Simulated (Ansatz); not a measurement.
# Site preference of Ga in place of Al in glassy 43SiO2-23Al2O3-34BaO (mol %) (109 atoms), part 2 of 3

At which site of glassy 43SiO2-23Al2O3-34BaO (mol %) (109 atoms) does Ga in place of Al cost least, and what about the site decides it?

Ansatz 0.2.0; Kohn-Sham DFT, PBE, PAW (set soft_2), plane waves.

The cell: 15 Si, 16 Al, 12 Ba and 66 O. The quench rate of 50 K/ps is many orders above laboratory rates. The starting topology of bonds comes from the classical model. The Brillouin zone is sampled at Γ only, in a cell whose shortest periodic width is 12 Å. The levels lack spin–orbit coupling.

So far. Step 2 (Single point at the start): The r.m.s. force at the start is 1.3 eV/Å. Step 3 (Relaxation): The relaxation converged after 19 steps, 10.8 eV below its start, with a largest force component of 0.015 eV/Å.

## 4. Single point at the relaxed geometry

The electronic structure is read at the final geometry, in a run of its own.

The input, input.yaml:

```yaml
crystal:
  lattice:
    - [11.62145, 0.0, 0.0]
    - [0.0, 11.62145, 0.0]
    - [0.0, 0.0, 11.62145]
  atoms:
    - { symbol: Si, position: [0.78465, 0.19903, 0.29433] }
    - { symbol: Si, position: [0.82107, 0.80249, 0.02143] }
    - { symbol: Si, position: [0.22403, 0.08052, 0.07501] }
    - { symbol: Si, position: [0.6012, 0.83703, 0.87879] }
    - { symbol: Si, position: [0.57017, 0.09708, 0.19251] }
    - { symbol: Si, position: [0.41025, 0.19825, 0.36579] }
    [... 97 atom lines left out ...]
    - { symbol: O, position: [0.07855, 0.22213, 0.53639] }
    - { symbol: O, position: [0.98536, 0.45763, 0.90417] }
    - { symbol: O, position: [0.29896, 0.20069, 0.09313] }
    - { symbol: O, position: [0.25113, 0.79119, 0.38347] }
    - { symbol: O, position: [0.46527, 0.06326, 0.61811] }
    - { symbol: O, position: [0.19605, 0.3565, 0.89654] }
kpoints:
  mp_grid: { grid: [1, 1, 1] }
hamiltonian:
  xc: pbe
scf:
  occupations: { method: fermi_dirac, width: 0.025 }
output:
  forces: true
  stress: true
  populations: true
  dos:
    method: { smearing: { sigma: 0.1 } }
    de: 0.1
    projected: { site_lists: { Al: [Al], Ba: [Ba], O: [O], Si: [Si] } }
  eigenvalues: true
  write_density: true
  write_potential: true
  volumetric_format: npy
```

Started as:

```sh
$ ansatz run input.yaml --threads 4 --pin off --max-ram 8192MiB --backend cpu --events-out ev --progress --plain --runs-dir out
```

Numbers of over 12 decimals in the logs are rounded to 6 here.

What it wrote:

```text
[...]
Crystal: 109 atoms, lattice volume = 1569.571 Å³
Basis set: ecut = 420 eV, 30839 PW (Γ), exchange–correlation on 160×160×160 points (8 copies of the dense FFT grid, shifted against one another)
Bands: 421, of which v1, the nominal top of the filled ones, is band 312 counted from 1 (311 counted from 0)
Symmetry: 1 space group operations
[...]
k-points: 1
[...]
SCF iter   1: F=—  HF=-127132.828541 eV  |F-HF|=—  |Δ(HF+E_count)|=         —  Δρ=1.97e-3  dr2=8.04e-2  ethr=1.77e-3  ⟨swp⟩=6.0  Hψ=1870  notcnv=0  defer=93
[...]
SCF iter   9: F=-127132.839175 eV  HF=-127132.839175 eV  |F-HF|=2.35e-8  |Δ(HF+E_count)|=   2.50e-7  Δρ=1.79e-6  dr2=5.22e-8  ethr=1.60e-11  ⟨swp⟩=22.0  Hψ=4119  notcnv=0
SCF 1 converged in 9 iterations: F = -127132.839175 eV  dr2 = 5.22e-8
[...]
SCF converged after 9 iterations
Free energy (F): -127132.839175 eV
[...]
Internal energy: -127132.839175 eV  (E = F + TS)
E sigma→0 (E₀):  -127132.839175 eV
Fermi energy:    7.315365 eV
[...]
--- Forces (eV/Å), atoms counted from 1 ---
  atom   1  Si    -0.01355225     0.00486254    -0.00810280
  atom   2  Si     0.00572700    -0.00651287    -0.00661477
  atom   3  Si     0.01308231     0.00684040    -0.00414829
  atom   4  Si    -0.01140305     0.00382594     0.00256020
  atom   5  Si    -0.00713311     0.00762309    -0.00230911
  atom   6  Si     0.00537934    -0.00116867    -0.01207243
  atom   7  Si     0.00145194     0.00159723     0.00623674
  atom   8  Si     0.00160806    -0.01117057     0.00421008
  atom   9  Si    -0.00123438    -0.01217160     0.00495610
  atom  10  Si    -0.00342691    -0.00080125    -0.00490093
  atom  11  Si    -0.00678504     0.01107683    -0.00173976
  atom  12  Si     0.00107787    -0.01016614     0.00623448
  atom  13  Si     0.00219877     0.00202745    -0.01061711
  atom  14  Si     0.00941897     0.00850043    -0.00040056
[...]
atom 108  O      0.00204002    -0.00052829    -0.00143663
  atom 109  O     -0.01218494     0.00084380    -0.00210839
  max |Σ_I F_I| component: 8.14e-5 eV/Å
--- Stress (GPa, compression-positive) ---
        2.290696       0.746965       0.943621
        0.746964       2.380265      -0.426124
        0.943619      -0.426125       0.891035
  P = ⅓ Tr σ = 1.8540 GPa (18.540 kbar)
--- Band table (eV) ---
[...]
--- Löwdin populations: 109 sites ---
  site symbol       q [e]
     0     Si      2.3117
     1     Si      2.3370
     2     Si      2.3324
[...]
108      O      6.7940
  spilling = 0.012803 (of n_electrons = 624.000000)
```

Run time: 34 s. Hardware: 4 threads of Arm Neoverse V1, shared host; peak memory 2.2 GiB; 2.1 min of CPU time.

Read from the output:

| Property | Result |
| --- | --- |
| free energy | -127132.8392 eV |
| free energy per atom | -1166.3563 eV/atom |
| SCF cycles | 9 |
| pressure | 1.854 GPa |
| r.m.s. force component | 0.00504 eV/Å |
| longest force | 0.02364 eV/Å |
| Fermi energy | 7.315 eV |
| gap (highest filled to lowest empty level) | 3.696 eV |
| spilling of the projection | 0.0128 |

## 5. Ga on a site of Al, site Al27

The site has 4 bonded neighbours (O4) at 1.79 Å on average, by cutoffs that count no bonds between two metal atoms or like ions. The change is made in the relaxed cell and the atoms are relaxed again, with spin allowed.

The input, input.yaml:

```yaml
crystal:
  lattice:
    - [11.62145, 0.0, 0.0]
    - [0.0, 11.62145, 0.0]
    - [0.0, 0.0, 11.62145]
  atoms:
    [... atom lines 1 to 23 left out ...]
    - { symbol: Al, position: [0.92898, 0.61652, 0.17323] }
    - { symbol: Al, position: [0.44229, 0.90188, 0.08214] }
    - { symbol: Al, position: [0.25658, 0.88951, 0.90054] }
    - { symbol: Ga, position: [0.22959, 0.23066, 0.55765], spin: 0.6 }
    - { symbol: Al, position: [0.72389, 0.45876, 0.2257] }
    - { symbol: Al, position: [0.538, 0.37742, 0.77042] }
    - { symbol: Al, position: [0.60503, 0.67903, 0.38733] }
    [... atom lines 31 to 109 left out ...]
magnetization:
  spin_polarized: true
kpoints:
  mp_grid: { grid: [1, 1, 1] }
hamiltonian:
  xc: pbe
scf:
  occupations: { method: fermi_dirac, width: 0.025 }
  lower_state_search: "off"
output:
  forces: true
  eigenvalues: true
relax:
  f_tol: 0.05
  max_steps: 90
```

What it wrote:

```text
[...]
Crystal: 109 atoms, lattice volume = 1569.571 Å³
Basis set: ecut = 420 eV, 30839 PW (Γ), exchange–correlation on 160×160×160 points (8 copies of the dense FFT grid, shifted against one another)
Bands: 428, of which v1, the nominal top of the filled ones, is band 317 counted from 1 (316 counted from 0)
Symmetry: 1 space group operations
[...]
k-points: 1
[...]
Starting moments: Σ|m| = 3 μB on 5 of 109 sites
[...]
SCF iter   1: F=—  HF=-130428.177020 eV  |F-HF|=—  |Δ(HF+E_count)|=         —  Δρ=4.28e-2 (↑3.75e-2 ↓4.28e-2)  dr2=1.61e2  dr2_m=1.75e0  M=0.001 μB ∫|m|=0.601 μB  β_m=0.30  ethr=3.10e-3  ⟨swp⟩=9.0  Hψ=4563  notcnv=0  defer=174
[...]
spin=Collinear: Resta preconditioning applied to the charge; magnetization (m = ρ↑ − ρ↓) channel mixes plain (no charge-response kernel on spin).
SCF iter   2: F=—  HF=-130399.265834 eV  |F-HF|=—  |Δ(HF+E_count)|=    2.89e1  Δρ=2.58e-2 (↑2.28e-2 ↓2.58e-2)  dr2=7.37e1  dr2_m=9.03e-1  M=0.000 μB ∫|m|=0.405 μB  β_m=0.30  ethr=3.10e-3  ⟨swp⟩=3.0  Hψ=1609  notcnv=0  defer=208
[...]
SCF iter   7: F=—  HF=-130375.201635 eV  |F-HF|=—  |Δ(HF+E_count)|=   2.73e-2  Δρ=1.71e-3 (↑1.71e-3 ↓1.71e-3)  dr2=1.32e-2  dr2_m=3.91e-2  M=0.000 μB ∫|m|=0.123 μB  β_m=0.30  ethr=8.15e-6  ⟨swp⟩=5.0  Hψ=1274  notcnv=0  defer=207
[...]
spin-set hold released at iteration 7 (site moments contracting): the magnetisation degrees of freedom join the quasi-Newton model from the next iteration; the mixer history was flushed
SCF iter   8: F=—  HF=-130375.210319 eV  |F-HF|=—  |Δ(HF+E_count)|=   8.68e-3  Δρ=1.27e-3 (↑1.26e-3 ↓1.27e-3)  dr2=8.27e-3  dr2_m=2.14e-2  M=0.000 μB ∫|m|=0.098 μB  β_m=0.65  ethr=2.08e-6  ⟨swp⟩=1.5  Hψ=858  notcnv=0  defer=206
[...]
SCF iter  13: F=-130375.225947 eV  HF=-130375.225947 eV  |F-HF|=1.87e-7  |Δ(HF+E_count)|=   2.60e-6  Δρ=7.65e-6 (↑7.65e-6 ↓6.07e-6)  dr2=2.25e-6  dr2_m=2.65e-7  M=0.000 μB ∫|m|=0.001 μB  ethr=1.71e-9  ⟨swp⟩=3.5  Hψ=2852  notcnv=0
WARN: the starting moments were not kept: the SCF closed with an absolute magnetisation of 6.3e-4 μB, where they sum to 3 μB in size (5 sites). That is at most 0.1 of that sum. Measured as dr2_m measures the in/out step, that magnetisation stands 5.6e-8 eV from none, [...]
SCF 1 converged in 13 iterations: F = -130375.225947 eV  dr2 = 2.25e-6
[...]
relax step   1: F+E_penalty+E_count = -130375.22594660 eV  Δ(F+E_penalty+E_count) = +0.000e0 eV  max|allowed force component| = 2.048e0 eV/Å  Δτ_max = 0.0000 Å  (13 SCF iters, dr2 threshold 6.25e-5 eV, accepted)
[... from here on, the SCF cycles and remarks between the steps are left out ...]
relax step   2: F+E_penalty+E_count = -130375.45600505 eV  Δ(F+E_penalty+E_count) = -2.301e-1 eV  max|allowed force component| = 8.914e-1 eV/Å  Δτ_max = 0.0556 Å  (5 SCF iters, dr2 threshold 1.00e-4 eV, accepted)
relax step   3: F+E_penalty+E_count = -130375.48844330 eV  Δ(F+E_penalty+E_count) = -3.244e-2 eV  max|allowed force component| = 3.227e-1 eV/Å  Δτ_max = 0.0757 Å  (7 SCF iters, dr2 threshold 4.97e-5 eV, accepted)
relax step   4: F+E_penalty+E_count = -130375.52439926 eV  Δ(F+E_penalty+E_count) = -3.596e-2 eV  max|allowed force component| = 3.057e-1 eV/Å  Δτ_max = 0.0928 Å  (7 SCF iters, dr2 threshold 1.36e-5 eV, accepted)
relax step   5: F+E_penalty+E_count = -130375.54817763 eV  Δ(F+E_penalty+E_count) = -2.378e-2 eV  max|allowed force component| = 1.156e-1 eV/Å  Δτ_max = 0.0544 Å  (6 SCF iters, dr2 threshold 1.22e-5 eV, accepted)
relax step   6: F+E_penalty+E_count = -130375.53905369 eV  Δ(F+E_penalty+E_count) = +9.124e-3 eV  max|allowed force component| = 1.656e-1 eV/Å  Δτ_max = 0.0590 Å  (9 SCF iters, rejected (line search))
relax step   7: F+E_penalty+E_count = -130375.55020976 eV  Δ(F+E_penalty+E_count) = -2.032e-3 eV  max|allowed force component| = 6.051e-2 eV/Å  Δτ_max = 0.0132 Å  (9 SCF iters, accepted)
relax step   8: F+E_penalty+E_count = -130375.54890470 eV  Δ(F+E_penalty+E_count) = +1.305e-3 eV  max|allowed force component| = 3.547e-2 eV/Å  Δτ_max = 0.0370 Å  (8 SCF iters, rejected (line search))
relax step   9: F+E_penalty+E_count = -130375.55087270 eV  Δ(F+E_penalty+E_count) = -6.629e-4 eV  max|allowed force component| = 2.293e-2 eV/Å  Δτ_max = 0.0106 Å  (8 SCF iters, accepted)
SCF converged after 8 iterations
Magnetization: 0.0000 μB (317.0000 up, 317.0000 down)
Absolute magnetization: 0.0000 μB (∫|ρ↑−ρ↓|, with the PAW one-centre terms)
[...]
Per-site moments (μB) at R_I (Å): [(5.046357233980599e-10, 0.665408), (1.514293768645684e-10, 0.660642), (-2.7434088629579763e-10, 0.645499), (6.737222367833692e-11, 0.665781), (4.69995947030415e-10, 0.659444), [...]
Free energy (F): -130375.550873 eV
[...]
Internal energy: -130375.550873 eV  (E = F + TS)
E sigma→0 (E₀):  -130375.550873 eV
Fermi energy:    7.302268 eV
[...]
--- Forces (eV/Å), atoms counted from 1 ---
  atom   1  Si     0.00158332     0.00235890     0.00226163
  atom   2  Si     0.00128713    -0.00767192    -0.00527981
  atom   3  Si     0.01449703    -0.00130040    -0.00269635
  atom   4  Si     0.00223064     0.00259960    -0.00013289
  atom   5  Si    -0.00319616    -0.00119275     0.00632647
  atom   6  Si     0.00672530     0.00781217     0.00170692
  atom   7  Si     0.00314618    -0.00682750    -0.00240774
  atom   8  Si    -0.00064433    -0.00278974    -0.00463838
  atom   9  Si    -0.00750878     0.00293334     0.00056444
  atom  10  Si     0.00417394     0.00457757    -0.00440039
  atom  11  Si     0.01031562    -0.00081516    -0.00733257
  atom  12  Si    -0.00394951     0.00902246     0.00104562
  atom  13  Si     0.00393054    -0.01114189    -0.00090506
  atom  14  Si    -0.00062142     0.00161928    -0.00112135
[...]
atom 108  O     -0.00317433     0.00087510     0.00335605
  atom 109  O      0.00153292     0.00525365     0.00432066
  max |Σ_I F_I| component: 8.34e-5 eV/Å
--- Band table (eV) ---
[...]
--- Relaxed structure (9 steps of the walk, 7 accepted, 0 SCFs on fresh bases) ---
  F+E_penalty+E_count = -130375.55087270 eV   max|allowed force component| = 2.293e-2 eV/Å
  atoms:
    - { symbol: Si, position: [0.784667, 0.199211, 0.294174] }
    - { symbol: Si, position: [0.820854, 0.802650, 0.021574] }
    - { symbol: Si, position: [0.224174, 0.080414, 0.075432] }
    - { symbol: Si, position: [0.601093, 0.836996, 0.878233] }
[...]
- { symbol: O, position: [0.195952, 0.358053, 0.898405] }
```

The job ended after 7.4 min (4 threads; peak memory 3.7 GiB; 29 min of CPU time).

The program notes that starting moments were not kept.

The relaxation converged after 9 steps, 0.325 eV below its start, with a largest force component of 0.023 eV/Å.

The surroundings of the Ga atom, after relaxation, nearest first, numbered as they follow in the input and with coordinates relative to it.

```csv
atom,x,y,z,distance (Å),bonds
Ga27,0.00,0.00,0.00,0.00,4
O69,0.77,1.63,0.36,1.84,3
O104,-1.84,-0.12,-0.20,1.86,4
O98,0.71,-0.87,-1.49,1.86,4
O92,-0.02,-0.23,1.91,1.93,4
Al31,0.19,1.70,2.12,2.72,6
Al16,-2.61,0.59,1.26,2.96,4
O56,-1.70,2.10,1.42,3.05,3
Si6,2.09,-0.39,-2.24,3.09,4
Al22,-0.89,-1.44,2.91,3.36,5
O108,2.70,-1.93,0.74,3.40,3
O47,3.24,0.01,-1.15,3.44,2
O78,-1.42,-3.20,0.21,3.51,4
```

The column of bonds counts only the pairs O-Al within 2.49 Å, O-Si within 2.08 Å, O-Ba within 3.58 Å, O-Ga within 2.33 Å; other neighbours, such as metal atoms beside each other in a compound, aren't counted, and periodic images can show an atom twice.

The largest move is 0.14 Å, by O98.

## 6. Ga on a site of Al, site Al31

The site has 6 bonded neighbours (O6) at 1.95 Å on average. 

input.yaml, the sections that differ from step 5:

```yaml
crystal:
  lattice:
    - [11.62145, 0.0, 0.0]
    - [0.0, 11.62145, 0.0]
    - [0.0, 0.0, 11.62145]
  atoms:
    [... atom lines 1 to 27 left out ...]
    - { symbol: Al, position: [0.72389, 0.45876, 0.2257] }
    - { symbol: Al, position: [0.538, 0.37742, 0.77042] }
    - { symbol: Al, position: [0.60503, 0.67903, 0.38733] }
    - { symbol: Ga, position: [0.24714, 0.37541, 0.73506], spin: 0.6 }
    - { symbol: Ba, position: [0.78303, 0.11888, 0.82621] }
    - { symbol: Ba, position: [0.05309, 0.67658, 0.83953] }
    - { symbol: Ba, position: [0.05361, 0.05002, 0.37055] }
    [... atom lines 35 to 109 left out ...]
# magnetization, kpoints, hamiltonian, scf, output, relax: as in step 5
```

What it wrote:

```text
[...]
Crystal: 109 atoms, lattice volume = 1569.571 Å³
Basis set: ecut = 420 eV, 30839 PW (Γ), exchange–correlation on 160×160×160 points (8 copies of the dense FFT grid, shifted against one another)
Bands: 429, of which v1, the nominal top of the filled ones, is band 317 counted from 1 (316 counted from 0)
Symmetry: 1 space group operations
[...]
k-points: 1
[...]
Starting moments: Σ|m| = 4.2 μB on 7 of 109 sites
[...]
SCF iter   1: F=—  HF=-130427.785489 eV  |F-HF|=—  |Δ(HF+E_count)|=         —  Δρ=4.38e-2 (↑3.76e-2 ↓4.38e-2)  dr2=1.61e2  dr2_m=2.24e0  M=0.001 μB ∫|m|=0.748 μB  β_m=0.30  ethr=3.10e-3  ⟨swp⟩=9.0  Hψ=4691  notcnv=0  defer=175
[...]
SCF iter   3: F=—  HF=-130379.099848 eV  |F-HF|=—  |Δ(HF+E_count)|=    1.99e1  Δρ=1.45e-2 (↑1.45e-2 ↓1.38e-2)  dr2=1.51e1  dr2_m=6.24e-1  M=0.000 μB ∫|m|=0.596 μB  β_m=0.30  ethr=3.10e-3  ⟨swp⟩=4.0  Hψ=1950  notcnv=0  defer=206
[...]
SCF iter   7: F=—  HF=-130375.094779 eV  |F-HF|=—  |Δ(HF+E_count)|=   3.12e-2  Δρ=1.99e-3 (↑1.99e-3 ↓1.95e-3)  dr2=1.35e-2  dr2_m=5.30e-2  M=0.000 μB ∫|m|=0.175 μB  β_m=0.30  ethr=8.32e-6  ⟨swp⟩=3.5  Hψ=1364  notcnv=0  defer=208
[...]
SCF iter   9: F=—  HF=-130375.123469 eV  |F-HF|=—  |Δ(HF+E_count)|=   1.78e-2  Δρ=1.77e-4 (↑1.77e-4 ↓1.27e-4)  dr2=9.65e-4  dr2_m=1.76e-4  M=0.000 μB ∫|m|=0.020 μB  β_m=0.70  ethr=1.31e-6  ⟨swp⟩=2.5  Hψ=1282  notcnv=0  defer=208
[...]
SCF iter  12: F=-130375.124263 eV  HF=-130375.124265 eV  |F-HF|=2.33e-6  |Δ(HF+E_count)|=   1.58e-5  Δρ=1.72e-5 (↑1.53e-5 ↓1.72e-5)  dr2=1.44e-5  dr2_m=6.91e-7  M=0.000 μB ∫|m|=0.001 μB  β_m=0.74  ethr=7.70e-9  ⟨swp⟩=25.5  Hψ=7394  notcnv=0
SCF iter  13: F=-130375.124269 eV  HF=-130375.124268 eV  |F-HF|=8.25e-7  |Δ(HF+E_count)|=   2.90e-6  Δρ=6.65e-6 (↑6.65e-6 ↓5.30e-6)  dr2=1.80e-6  dr2_m=3.18e-7  M=0.000 μB ∫|m|=0.001 μB  ethr=2.26e-9  ⟨swp⟩=3.5  Hψ=2767  notcnv=0
[...]
SCF 1 converged in 13 iterations: F = -130375.124269 eV  dr2 = 1.80e-6
[...]
relax step   1: F+E_penalty+E_count = -130375.12426919 eV  Δ(F+E_penalty+E_count) = +0.000e0 eV  max|allowed force component| = 1.463e0 eV/Å  Δτ_max = 0.0000 Å  (13 SCF iters, dr2 threshold 6.25e-5 eV, accepted)
[...]
relax step   2: F+E_penalty+E_count = -130375.31750050 eV  Δ(F+E_penalty+E_count) = -1.932e-1 eV  max|allowed force component| = 6.575e-1 eV/Å  Δτ_max = 0.0610 Å  (5 SCF iters, dr2 threshold 1.00e-4 eV, accepted)
[...]
relax step   3: F+E_penalty+E_count = -130375.35372795 eV  Δ(F+E_penalty+E_count) = -3.623e-2 eV  max|allowed force component| = 2.456e-1 eV/Å  Δτ_max = 0.0662 Å  (7 SCF iters, dr2 threshold 2.70e-5 eV, accepted)
[...]
relax step   4: F+E_penalty+E_count = -130375.02435738 eV  Δ(F+E_penalty+E_count) = +3.294e-1 eV  max|allowed force component| = 5.606e-1 eV/Å  Δτ_max = 0.2000 Å  (8 SCF iters, dr2 threshold 8.41e-6 eV, rejected (line search))
[...]
relax step   5: F+E_penalty+E_count = -130375.38322863 eV  Δ(F+E_penalty+E_count) = -2.950e-2 eV  max|allowed force component| = 1.446e-1 eV/Å  Δτ_max = 0.0695 Å  (10 SCF iters, accepted)
[...]
relax step   6: F+E_penalty+E_count = -130375.32447598 eV  Δ(F+E_penalty+E_count) = +5.875e-2 eV  max|allowed force component| = 2.561e-1 eV/Å  Δτ_max = 0.0736 Å  (8 SCF iters, dr2 threshold 2.92e-6 eV, rejected (line search))
[...]
relax step   7: F+E_penalty+E_count = -130375.39019048 eV  Δ(F+E_penalty+E_count) = -6.962e-3 eV  max|allowed force component| = 4.232e-2 eV/Å  Δτ_max = 0.0241 Å  (9 SCF iters, accepted)
SCF converged after 9 iterations
Magnetization: 0.0000 μB (317.0000 up, 317.0000 down)
Absolute magnetization: 0.0000 μB (∫|ρ↑−ρ↓|, with the PAW one-centre terms)
[...]
Per-site moments (μB) at R_I (Å): [(7.380712203979628e-10, 0.665475), (-2.221074218445421e-10, 0.660828), (4.1889250001527747e-10, 0.645748), (9.306959012303959e-11, 0.665872), (1.0033936024287538e-9, 0.659633), [...]
Free energy (F): -130375.390190 eV
[...]
Internal energy: -130375.390190 eV  (E = F + TS)
E sigma→0 (E₀):  -130375.390190 eV
Fermi energy:    7.324623 eV
[...]
Σ components = -130375.390190   (vs F -130375.390190, Δ=0.00e0)
--- Forces (eV/Å), atoms counted from 1 ---
  atom   1  Si    -0.00545913     0.00519914     0.00798174
  atom   2  Si    -0.01029582    -0.00057820    -0.00388681
  atom   3  Si     0.00579689     0.00339738    -0.00765200
  atom   4  Si     0.01981005    -0.01045599    -0.00008319
[...]
atom 109  O     -0.01774448     0.00171111     0.01975071
  max |Σ_I F_I| component: 6.18e-5 eV/Å
--- Band table (eV) ---
[...]
--- Relaxed structure (7 steps of the walk, 5 accepted, 0 SCFs on fresh bases) ---
  F+E_penalty+E_count = -130375.39019048 eV   max|allowed force component| = 4.232e-2 eV/Å
  atoms:
    - { symbol: Si, position: [0.784734, 0.199213, 0.294449] }
    - { symbol: Si, position: [0.821398, 0.802602, 0.021212] }
    - { symbol: Si, position: [0.223928, 0.080970, 0.075078] }
    - { symbol: Si, position: [0.601629, 0.836930, 0.878788] }
[...]
- { symbol: O, position: [0.197674, 0.355365, 0.901358] }
```

Elapsed: 6.5 min, on 4 threads; peak memory 3.7 GiB; 26 min of CPU time.

The relaxation converged after 7 steps, 0.266 eV below its start, with a largest force component of 0.042 eV/Å.

Local excerpt of 12 atoms (numbers count through the whole input) about the Ga atom, after relaxation; x, y, z are measured from there.

```csv
atom,x,y,z,distance (Å),bonds
Ga31,0.00,0.00,0.00,0.00,6
O69,0.51,-0.14,-1.84,1.91,3
O65,1.71,-0.09,0.97,1.96,4
O60,0.02,1.89,0.65,2.00,4
O92,-0.20,-2.05,-0.26,2.07,4
O109,-0.59,-0.24,1.98,2.08,3
O56,-1.97,0.43,-0.66,2.12,3
Al20,0.84,1.00,2.32,2.66,6
Al27,-0.24,-1.73,-2.05,2.70,4
Si14,-2.22,-0.42,2.12,3.10,4
Al16,-2.81,-1.12,-0.83,3.13,4
O75,-2.56,-1.62,0.94,3.17,4
```

The column of bonds counts only the pairs O-Al within 2.49 Å, O-Si within 2.08 Å, O-Ba within 3.38 Å, O-Ga within 2.50 Å; other neighbours, such as metal atoms beside each other in a compound, aren't counted, and periodic images can show an atom twice.

The largest move is 0.12 Å, by O69.

[end of part 2 of 3]

[Logs are printed without paths, hosts, clocks, repeated set-up lines and the standing remarks that a program may print on its own settings, such as how far it seeks lower states.]

[Hosts, paths, dates, database ids (printed as entryN), source tags and the programs' standing remarks are cut or masked in the printed files.]
